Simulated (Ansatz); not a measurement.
# Where B_Ca puts its levels in the gap of CaO (Fm-3m)

Charge states of B_Ca in CaO (Fm-3m), set against the band edges. Model: a cell of 54 host atoms with 1 Ca taken out and 1 B put in.

Method: place-levels on r2SCAN runs: charge-transition levels and formation energies with image-charge correction and potential alignment at the atomic sites; PAW set soft_1, in Ansatz 0.2.0.

### 1. Set-up

The cell holds 54 atoms: 26 Ca, 27 O and 1 B. Cell: a = 10.173 Å, b = 10.173 Å, c = 10.173 Å, α = 60.0°, β = 60.0°, γ = 60.0°. It derives from CaO (space group Fm-3m). Nearest the centre at fractional (0.667, 0.667, 0.333): B51 at 0.00 Å, O28 at 2.40 Å, O44 at 2.40 Å, O32 at 2.40 Å, O34 at 2.40 Å, O46 at 2.40 Å, O50 at 2.40 Å, Ca21 at 3.39 Å.

Structure file:

```xyz
54
Lattice="0.0000 7.1931 7.1931 7.1931 0.0000 7.1931 7.1931 7.1931 0.0000" Properties=species:S:1:pos:R:3 pbc="T T T"
Ca    0.0000    0.0000    0.0000
O     2.3977    2.3977    2.3977
Ca    2.3977    2.3977    0.0000
O     4.7954    4.7954    2.3977
Ca    4.7954    4.7954    0.0000
O     7.1931    7.1931    2.3977
Ca    2.3977    0.0000    2.3977
O     4.7954    2.3977    4.7954
Ca    4.7954    2.3977    2.3977
O     7.1931    4.7954    4.7954
Ca    7.1931    4.7954    2.3977
O     9.5908    7.1931    4.7954
Ca    4.7954    0.0000    4.7954
O     7.1931    2.3977    7.1931
Ca    7.1931    2.3977    4.7954
O     9.5908    4.7954    7.1931
Ca    9.5908    4.7954    4.7954
O    11.9885    7.1931    7.1931
Ca    0.0000    2.3977    2.3977
O     2.3977    4.7954    4.7954
Ca    2.3977    4.7954    2.3977
O     4.7954    7.1931    4.7954
Ca    4.7954    7.1931    2.3977
O     7.1931    9.5908    4.7954
Ca    2.3977    2.3977    4.7954
O     4.7954    4.7954    7.1931
Ca    4.7954    4.7954    4.7954
O     7.1931    7.1931    7.1931
Ca    7.1931    7.1931    4.7954
O     9.5908    9.5908    7.1931
Ca    4.7954    2.3977    7.1931
O     7.1931    4.7954    9.5908
Ca    7.1931    4.7954    7.1931
O     9.5908    7.1931    9.5908
Ca    9.5908    7.1931    7.1931
O    11.9885    9.5908    9.5908
Ca    0.0000    4.7954    4.7954
O     2.3977    7.1931    7.1931
Ca    2.3977    7.1931    4.7954
O     4.7954    9.5908    7.1931
Ca    4.7954    9.5908    4.7954
O     7.1931   11.9885    7.1931
Ca    2.3977    4.7954    7.1931
O     4.7954    7.1931    9.5908
Ca    4.7954    7.1931    7.1931
O     7.1931    9.5908    9.5908
Ca    7.1931    9.5908    7.1931
O     9.5908   11.9885    9.5908
Ca    4.7954    4.7954    9.5908
O     7.1931    7.1931   11.9885
B     7.1931    7.1931    9.5908
O     9.5908    9.5908   11.9885
Ca    9.5908    9.5908    9.5908
O    11.9885   11.9885   11.9885
```

Screening for the image-charge correction: ε∞ = 3.85, ε0 = 16.67, computed on the host (DFPT, PBEsol, on the r2SCAN cell), and a cell off the functional's own equilibrium shifts the ionic part.

The cell's shortest repeat is 10.2 Å.

### 2. The runs of each charge state

A transition level is the Fermi level at which two charge states cost the same, so each charge needs its own total energy, at its own relaxed structure.

Random displacements of about 0.05 Å break the site symmetry at the start, so that the relaxation can reach a distorted minimum if there is one. Forces are taken at one point at (¼, ¼, ¼). The cell holds 1 electron more than the neutral one, with a uniform background that keeps it neutral on the whole.

The sampling was tested on the host first: at the k-points planned (1x1x1 shifted 0.25 0.25 0.25) its energy lies 0.005 eV an atom from the dense-mesh value, under the bound of 0.02 eV set for this test; that bounds the host's error, not the defect's.

One state's input; the others differ in charge, spin, start and seed, and in occupations where the table says so.

Input file qm1.relax/input.yaml:

```yaml
crystal:
  lattice:
    - [0.0, 2.39769239, 2.39769239]
    - [2.39769239, 0.0, 2.39769239]
    - [2.39769239, 2.39769239, 0.0]
  atoms:
    - { symbol: Ca, position: [0.0, 0.0, 0.0] }
    - { symbol: O, position: [0.5, 0.5, 0.5] }
  supercell: [3, 3, 3]
  defects: [{ substitution: { at: 50, symbol: B } }]
total_charge: -1
basis:
  ecutwfc: 500
  xc_grid: 2
hamiltonian:
  xc: r2scan
  pseudopotentials: { kind: paw, azcp: { folder: soft_1 } }
kpoints:
  mp_grid: { grid: [1, 1, 1], shift: [0.25, 0.25, 0.25] }
scf:
  occupations: { method: fixed }
  max_iter: 80
output:
  forces: true
  charged_corrections: { epsilon: 3.85, static_epsilon: 16.67 }
relax:
  f_tol: 0.02
  max_steps: 80
  random_displacement: { amplitude: 0.05, seed: 6534 }
checkpoint:
  write: "../qm1.relax.run"
  compress: false
  write_wavefunctions: true
  write_every: 100000
```

Launch:

```
ansatz run input.yaml --threads 4 --pin off --max-ram 7536MiB --backend cpu --events-out ev --progress --plain --runs-dir out
```

Defect states can disperse in a cell of this size, so the energy is taken again at a 2×2×2 shifted mesh, on the relaxed structure.

The run of this state that the levels use, under r2SCAN:

Input file qm1.point/input.yaml:

```yaml
crystal:
  checkpoint: "../qm1.relax.run"
  host: checkpoint
total_charge: -1
basis:
  ecutwfc: 500
  xc_grid: 2
hamiltonian:
  xc: r2scan
  pseudopotentials: { kind: paw, azcp: { folder: soft_1 } }
kpoints:
  mp_grid: { grid: [2, 2, 2], shift: [0.5, 0.5, 0.5] }
scf:
  occupations: { method: fermi_dirac, width: 0.01 }
  max_iter: 80
output:
  forces: true
  eigenvalues: true
  charged_corrections:
    epsilon: 3.85
    static_epsilon: 16.67
    defect_position: [0.666667, 0.666667, 0.333333]
  eigenstates: { localisation: true }
  populations: true
  band_densities: [{ bands: [v1, v1] }, { bands: [c1, c1] }]
  write_density: true
  write_potential: true
  volumetric_format: npy
  elf: true
checkpoint:
  read: "../qm1.relax.run"
  write: "../qm1.point.run"
  compress: false
  write_wavefunctions: false
  write_every: 100000
```

Relaxations under r2SCAN at one point at (¼, ¼, ¼); times on 4 threads of Arm Neoverse V1, shared host:

```tsv
charge	moment (μB)	occupations	outcome	steps	largest displacement against the far atoms (Å)	time
−1	0	fixed	converged	14	1.00	3.3 min
0	1	fixed	converged	12	0.89	6.9 min
+1	0	fixed	converged	11	1.12	2.8 min
```

Single points under r2SCAN at a 2×2×2 shifted mesh; times on 4 threads of Arm Neoverse V1, shared host:

```tsv
charge	moment (μB)	occupations	outcome	time
−1	0	fermi-dirac	converged	99 s
0	1	fermi-dirac	converged	3.8 min
+1	0	fermi-dirac	converged	94 s
```

Distances (Å) from B51 to the nearest atoms after relaxation with r2SCAN:

```tsv
charge	moment (μB)	1.	2.	3.	4.	5.	6.
−1	0	O 1.30	O 2.82	O 2.82	O 2.82	O 2.82	Ca 2.89
0	1	O 1.52	O 1.52	O 1.52	Ca 2.80	Ca 2.80	Ca 2.80
+1	0	O 1.41	O 1.41	O 1.41	Ca 2.71	Ca 2.71	Ca 2.71
```

### 3. place-levels, r2SCAN

A charged cell interacts with its images and the background, and its potential has another zero than the host's. place-levels removes the first by a point-charge model, screened by the static dielectric constant since the ions have relaxed around the charge, and the second by comparing potentials at atoms far from the defect.

The host is a run of the defect-free crystal in the same cutoffs, grids and k-points, so that basis and sampling errors cancel in part in the differences. The host is run in a cell of 2 atoms on a matching mesh. Its band edges are searched through the zone by a band path, so the gap is smaller than, or equal to, that on the mesh. Chemical potentials are energies per atom of Ca (fcc) and B (alpha-rhombohedral (B12)), run with the same functional and cutoff.

Input file levels.point.yaml:

```yaml
host:
  run: host.point.run
states: [qm1.point.run, q0_M1.point.run, qp1.point.run]
geometry_from:
  qm1.point.run: qm1.relax.run
  q0_M1.point.run: q0_M1.relax.run
  qp1.point.run: qp1.relax.run
chemical_potentials:
  Ca:
    energy: -1821.671293
    dataset: <sha256 of the dataset>
  B:
    energy: -156.554104
    dataset: <sha256 of the dataset>
epsilon: 3.85
static_epsilon: 16.67
vertical:
  - { from: qm1.point.run, to: qm1.point_neutral.run }
  - { from: qp1.point.run, to: qp1.point_neutral.run }
```

Launch:

```
ansatz place-levels levels.point.yaml -- --threads 4 --pin off --max-ram 7536MiB
```

Numbers of over 12 decimals in the logs are rounded to 6 here.

Log:

```text
[... repeated set-up lines and file paths are left out, and long positions are rounded to six places ...]
(+1/0) 4.792 eV above the valence edge, in the conduction band; not on the lower envelope
(0/-1) 3.596 eV above the valence edge, 0.601 eV under the conduction edge; not on the lower envelope
(+1/-1) 4.194 eV above the valence edge, 0.003 eV under the conduction edge: charges between them are lowest nowhere
formation energy of charge +1: +1.237 eV with the Fermi level at the valence edge
formation energy of charge 0: +6.029 eV with the Fermi level at the valence edge
formation energy of charge -1: +9.625 eV with the Fermi level at the valence edge
vertical -1 to 0: no energy, since no alignment is typed
  the change from vertical[0].from (qm1.point.run) to vertical[0].to (qm1.point_neutral.run): by its potential at epsilon 3.85 it stands at 0.713 0.622 0.379, with an rms radius of about 1.9 Å (1.1 1.1 1.1 Å across the planes of the cell's vectors); [...]
vertical +1 to 0: no energy, since no alignment is typed
  the change from vertical[1].from (qp1.point.run) to vertical[1].to (qp1.point_neutral.run): by its potential at epsilon 3.85 it stands at 0.216 0.216 0.882, with an rms radius of about 5.1 Å (2.9 2.9 2.9 Å across the planes of the cell's vectors); [...]
  edges by r2scan, gap 4.197 eV; the host is sampled to repeats of 20.35 Å
  the defect's cells are sampled to repeats of 20.35 Å, like sampling
  charge +1: -62981.6137 eV with its correction of -0.124 eV, at epsilon 16.67, aligned at sites: -0.2615 eV, mean over 21 atomic sites at or beyond 5.09 Å from the defect at [0.6667, 0.6667, 0.3333], with +0.000000 for the charge's moments and without [...]
  charge 0: +0.000 eV for its dipole among its images, +0.243 omitted
  charge -1: -62958.3514 eV with its correction of +0.403 eV, at epsilon 16.67, aligned at sites: -0.2657 eV, mean over 21 atomic sites at or beyond 5.09 Å from the defect at [0.6667, 0.6667, 0.3333], with -0.000000 for the charge's moments and without [...]
  of states[2] (qp1.point.run): how wide its charge is, is not read beside other atoms or cores, and a band state would take no correction. [...]
  of states[1] (q0_M1.point.run): its alignment with the host at atomic sites is doubtful: the cell is too small to show whether the defect's potential has decayed: take a larger one; [...]
  of states[0] (qm1.point.run): its alignment with the host at atomic sites is doubtful: the cell is too small to show whether the defect's potential has decayed: take a larger one
  of vertical[0].to (qm1.point_neutral.run): stability_check_not_made
  of vertical[1].from (qp1.point.run): it parts from the run at its places by a charge that spreads by about 2.9 Å along one vector (1.4 Å or more is wide), by its potential at epsilon 3.85, taken for that of held ions (one typed too small widens it), where [...]
  vertical[1].to (qp1.point_neutral.run): levels filled in part (TS 0.004 eV): its energy is of no whole electron's
  of vertical[1].to (qp1.point_neutral.run): its moments are held at its close (magnetization.spin_locking), by a field of 0.077 eV a Bohr magneton, and its energy and levels are of the state that this holds: a run that lets them go can end lower; [...]
```

Run time: 0.32 s. Hardware: 4 threads of Arm Neoverse V1, shared host.

Levels between the charges placed, in eV above the valence top:

```tsv
	gap (eV)	(+1/0)	(0/−1)
r2SCAN	4.20	4.79	3.60
```

Corrections by state:

```tsv
charge	moment (μB)	image terms and alignment (eV)	band filling (eV)	ε used	over the lowest of its charge, as the program ranks them, band filling apart (eV)
+1	0.0	-0.124	-	16.67	0.000
0	1.0	0.000	-	-	0.000
−1	0.0	0.403	-	16.67	0.000
```

The charged structures listed were also run neutral, and place-levels reads from each pair, by the potential or the spins, how wide the charge is by which they differ; that can be the carrier of either run.

```tsv
charge	rms radius (Å)	spread where it is widest against the cell (Å)	wide from (Å)	reading
+1	5.1	2.95	1.44	wide
−1	1.9	1.09	1.44	narrow
```

The neutral runs of these pairs need not share the spin of the lowest neutral state, and very wide values only mean spread over the cell.

From the program's caveats on the states, each cut to its opening words:

- charge +1: how wide its charge is, is not read beside other atoms or cores, and a band state would take no correction
- charge +1, 0 (1 μB), −1: its alignment with the host at atomic sites is doubtful: the cell is too small to show whether the defect's potential has decayed: take a larger one
- charge 0 (1 μB): the far atoms show a dipole or second moment of the defect's charge, for which the correction takes or leaves out 0.243 eV: further moments aren't read, and [...]
- charge 0 (1 μB): flagged: stability check not made

The host's formation energy from the elements is -3.216 eV per atom; it sets how far the chemical potentials can move.

Limit set by the element alone; other compounds of these elements are not counted. Chemical potentials from the elements' reference states: Ca 0.00 eV, O -6.43 eV, B 0.00 eV. Formation energies (Ca-rich), with the Fermi level at the valence top and at the conduction bottom (gap 4.20 eV):

```tsv
charge	at valence top (eV)	at conduction bottom (eV)	correction included (eV)
+1	1.24	5.43	-0.12
0	6.03	6.03	0.00
−1	9.63	5.43	0.40
```

| Fermi level (eV) | lowest formation energy (eV) |
| --- | --- |
| 0.00 | 1.24 |
| 0.38 | 1.62 |
| 0.76 | 2.00 |
| 1.14 | 2.38 |
| 1.53 | 2.76 |
| 1.91 | 3.14 |
| 2.29 | 3.53 |
| 2.67 | 3.91 |
| 3.05 | 4.29 |
| 3.43 | 4.67 |
| 3.82 | 5.05 |
| 4.20 | 5.43 |

Limit set by the element alone; other compounds of these elements are not counted. Chemical potentials from the elements' reference states: O 0.00 eV, Ca -6.43 eV, B 0.00 eV. Formation energies (O-rich), with the Fermi level at the valence top and at the conduction bottom (gap 4.20 eV):

```tsv
charge	at valence top (eV)	at conduction bottom (eV)	correction included (eV)
+1	-5.20	-1.00	-0.12
0	-0.40	-0.40	0.00
−1	3.19	-1.00	0.40
```

Fermi level (eV), lowest formation energy (eV) and a bar from the least value:
```
     0.00      -5.20 
     0.38      -4.81 ###
     0.76      -4.43 #####
     1.14      -4.05 ########
     1.53      -3.67 ###########
     1.91      -3.29 ##############
     2.29      -2.90 ################
     2.67      -2.52 ###################
     3.05      -2.14 ######################
     3.43      -1.76 #########################
     3.82      -1.38 ###########################
     4.20      -1.00 ##############################
```

### 4. The same at the relaxations' own k-points

The relaxations' own energies give the levels at their sampling, for comparison.

Input file levels.relax_mesh.yaml:

```yaml
host:
  run: host.relax.run
states: [qm1.relax.run, q0_M1.relax.run, qp1.relax.run]
chemical_potentials:
  Ca:
    energy: -1821.671293
    dataset: <sha256 of the dataset>
  B:
    energy: -156.554104
    dataset: <sha256 of the dataset>
```

Launch:

```
ansatz place-levels levels.relax_mesh.yaml -- --threads 4 --pin off --max-ram 7536MiB
```

Log:

```text
(+1/0) 4.756 eV above the valence edge, in the conduction band; not on the lower envelope
[...]
(+1/-1) 4.193 eV above the valence edge, in the conduction band: charges between them are lowest nowhere
formation energy of charge +1: +1.184 eV with the Fermi level at the valence edge
formation energy of charge 0: +5.939 eV with the Fermi level at the valence edge
formation energy of charge -1: +9.570 eV with the Fermi level at the valence edge
  edges by r2scan, gap 4.183 eV; the host is sampled to repeats of 10.17 Å
[... the lines on each state left out ...]
```

It took 0.11 s on 4 threads.

Levels between neighbouring charges, in eV above the valence top:

```tsv
	gap (eV)	(+1/0)	(0/−1)
one point at (¼, ¼, ¼)	4.18	4.76	3.63
a 2×2×2 shifted mesh	4.20	4.79	3.60
```

Going from one point at (¼, ¼, ¼) to a 2×2×2 shifted mesh moves the levels that carry no band-filling term by up to 0.04 eV and formation energies against the elements by up to 0.09 eV.

### 5. What came out

```json
{
 "gap of the host": "4.20 eV (r2SCAN)",
 "level (plus 1/0)": "4.79 eV above the valence top, past the conduction bottom, not a change between lowest states",
 "level (0/minus 1)": "3.60 eV above the valence top, not a change between lowest states",
 "lowest of the charges placed, just above the valence top (0.02 eV)": "+1",
 "lowest of the charges placed, just below the conduction bottom (0.02 eV)": "+1",
 "lowest formation energy at mid-gap of the charges run, Ca-rich": "3.34 eV",
 "lowest formation energy at mid-gap of the charges run, O-rich": "-3.10 eV",
 "standing of these levels": "doubtful, see below"
}
```

In words: Of the charges placed (−1, 0 and +1), +1 is the lowest from 0.02 eV above the valence top to 0.02 eV below the conduction bottom, a gap of 4.20 eV. A neutral run at a charged structure lies 0.32 eV below the neutral state placed. Unless it holds a band carrier, charge 0 isn't at its lowest here, and with that energy the steps would read (+1/0) 4.48 eV and (0/−1) 3.91 eV, which can change which charges are lowest. Charges above +1 were not placed, so these runs say nothing of levels that involve them. States placed: +1 at 0 μB; 0 at 1 μB; −1 at 0 μB. Other spin states or structures, where not listed, weren't placed. At charge −1, 0 and +1 the atom put in ends up to 1.1 Å from its starting place, so the name tells the start alone and the levels can join different sites. B is taken at its element; compounds, which aren't counted here, bound the chemical potentials and would shift these formation energies. The lowest formation energy (O-rich) is negative across the gap, so the defect would form by itself: these chemical potentials lie beyond what competing compounds allow, or the host is unstable against it. Going from one point at (¼, ¼, ¼) to a 2×2×2 shifted mesh moves the levels that carry no band-filling term by up to 0.04 eV and formation energies against the elements by up to 0.09 eV. The program doubts the alignment of potentials for at least one state, a sign that the cell is small. What this leaves open: r2SCAN makes the gap too small and tends to spread out bound carriers; where a gas molecule sets a chemical potential or the host's formation energy, its binding is uncorrected; force components of up to 0.12 eV/Å remain in a run at the final settings.

[Logs are printed without paths, hosts, clocks, repeated set-up lines and the standing remarks that a program may print on its own settings, such as how far it seeks lower states.]

[Hosts, paths, dates, database ids (printed as entryN), source tags and the programs' standing remarks are cut or masked in the printed files.]

[Where a table of states has a column of steps, it counts the stored structures, which are thinned; the runs took as many ionic steps or more.]

[A defect's name tells the site on which it was built; relaxed atoms can leave that site.]

[For some hosts the program warned that the k-mesh of the response run may be too coarse for force constants and the static dielectric constant; such warnings are not shown here.]
